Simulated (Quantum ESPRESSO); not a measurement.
# Energy and gap at +3 % biaxial strain: 1T-SrClBr, 1 layer

Method. Quantum ESPRESSO 7.5 driven by ASE, PBE, GBRV ultrasoft, ESM (bc1); atomic heights clamped; cell area 17.668 Å² at zero strain.

| strain (%) | energy (meV a cell) | gap on the mesh (eV) |
| --- | --- | --- |
| −3 | 46.44 | 5.494 |
| −1.5 | 11.48 | 5.406 |
| 0 | 0.00 | 5.315 |
| +1.5 | 9.47 | 5.199 |

One more run was made and is withheld. What are energy and gap at +3 %, and how stiff is the sheet?

**Worked estimate.** About zero, E'' = (11.48 + 9.47 − 2 × 0.00)/1.5² = 9.31 meV per %² and E' = (9.47 − 11.48)/3 = −0.67 meV per %. With E = A K ε², where K = (C11 + C22)/2 + C12 (C11 + C12 for a hexagonal sheet), K = 9.31 × 10/(2 × 17.668) × 16.02 = 42 N/m. The parabola gives E(+3 %) = 0.00 + 3 × (−0.67) + 4.5 × 9.31 = 39.9 meV. Continuing the last slope, the gap is 2 × 5.199 − 5.315 = 5.083 eV.

**The withheld run.** E = 37.7 meV and the gap 5.085 eV. The parabola misses by +2.2 meV, too high, since bonds soften under tension. The gap's line misses by −0.002 eV.

**Limits.** Clamped heights stiffen sheets with several planes. Semilocal gap, no spin-orbit coupling.
